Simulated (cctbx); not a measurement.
## What is wrong with this refinement?

Cell a = 4.5790 Å, b = 4.5790 Å, c = 33.6970 Å, α = 90.00°, β = 90.00°, γ = 90.00°; space group I4/mmm (no. 139). The compound is Ho4Co3S10.

The data are simulated with cctbx, not measured: synchrotron X-rays, λ = 0.6889 Å, to d = 0.7 Å, 95 % of the full sphere, strongest reflection 70000 counts, noise from counting, a 4 % proportional error and a noise floor of 2 counts (s.d.); no absorption, and some extinction, which the refinements don't model.

An anisotropic refinement with weights 1/σ² prints:

```text
Rint 0.032, 396 unique reflections to 0.70 A
cycle     R1     wR2    GooF  max shift (A)
   1  0.1447  0.4114  22.056   0.08873
   3  0.1220  0.3023  16.208   0.00016
final R1 0.1220 wR2 0.3023 GooF 16.208  parameters 21  data/parameter 18.9
atom        x        y        z      Ueq    occ   su(xyz)  su(Uiso or U11)
Ho1    0.50000  0.50000  0.19925   0.0121  1.000  0.00006  0.0009
Ho2    0.00000  0.00000  0.43412   0.0144  1.000  0.00006  0.0009
Co1    0.00000  0.00000  0.00000   0.0137  1.000  0.00000  0.0022
Co2    0.50000  0.50000  0.35993   0.0093  1.000  0.00020  0.0016
S1     0.50000  0.50000  0.27879   0.0189  1.000  0.00038  0.0034
S2     0.50000  0.50000  0.43296   0.0166  1.000  0.00033  0.0035
S3     0.50000  0.00000  0.35670   0.0317  1.000  0.00039  0.0054
difference map: max 40.23 min -7.79 rms 1.75
Q1    0.0000  0.5000  0.0000    4   40.23  2.29 A from Co1
Q2    0.0000  0.0000  0.4310    4   26.65  0.10 A from Ho2
Q3    0.0000  0.5000  0.1358    8   20.96  0.25 A from S3
Q4    0.0000  0.0000  0.2995    4   18.59  0.04 A from Ho1
Q5    0.0000  0.0000  0.0736    4   13.06  0.22 A from S2
Q6    0.0000  0.0000  0.1374    4    6.85  0.09 A from Co2
```

Q: Accept it or mend it, and why?

Mend it. The fault: an atom left out, S at (0, 1/2, 0). Against the right model at the same level, R1 goes from 0.0106 to 0.1220 and GooF from 1.10 to 16.21, U of Ho1 shrinks from 0.0168 to 0.0121 Å² and the top difference peak, 40.2 e/Å³, lies 2.29 Å from Co1. Q1 is the missing atom. With scattering power missing, scale and phases suffer, so peaks may also grow on the heavy atoms.

The compound is Ho4Co3S10. The right model at the same level gives:

```text
Rint 0.032, 396 unique reflections to 0.70 A
cycle     R1     wR2    GooF  max shift (A)
   1  0.0490  0.1524   8.202   0.00895
   2  0.0106  0.0204   1.097   0.00001
final R1 0.0106 wR2 0.0204 GooF 1.097  parameters 24  data/parameter 16.5
atom        x        y        z      Ueq    occ   su(xyz)  su(Uiso or U11)
Ho1    0.50000  0.50000  0.19930   0.0168  1.000  0.00000  0.0001
Ho2    0.00000  0.00000  0.43390   0.0186  1.000  0.00000  0.0001
Co1    0.00000  0.00000  0.00000   0.0188  1.000  0.00000  0.0002
Co2    0.50000  0.50000  0.35997   0.0147  1.000  0.00001  0.0001
S1     0.00000  0.50000  0.00000   0.0330  1.000  0.00000  0.0005
S2     0.50000  0.50000  0.28038   0.0247  1.000  0.00003  0.0002
S3     0.50000  0.50000  0.43180   0.0161  1.000  0.00002  0.0002
S4     0.50000  0.00000  0.35927   0.0232  1.000  0.00002  0.0003
difference map: max 0.33 min -1.35 rms 0.18
Q1    0.0000  0.3048  0.1642   16    0.34  1.19 A from S4
Q2    0.0000  0.3374  0.1928   16    0.33  1.79 A from S2
Q3    0.0000  0.3180  0.2744   16    0.30  1.70 A from Ho1
Q4    0.0000  0.3258  0.1045   16    0.29  1.46 A from S4
Q5    0.0000  0.2032  0.3222   16    0.29  1.18 A from Ho1
Q6    0.0000  0.2724  0.2391   16    0.29  1.41 A from S2
```

The model is made up (kin elements in a known structure type, no relaxation), so it says nothing on whether the phase exists.

[Middle refinement cycles are left out of these outputs.]

[Logs are printed without paths, hosts, clocks, repeated set-up lines and the standing remarks that a program may print on its own settings, such as how far it seeks lower states.]
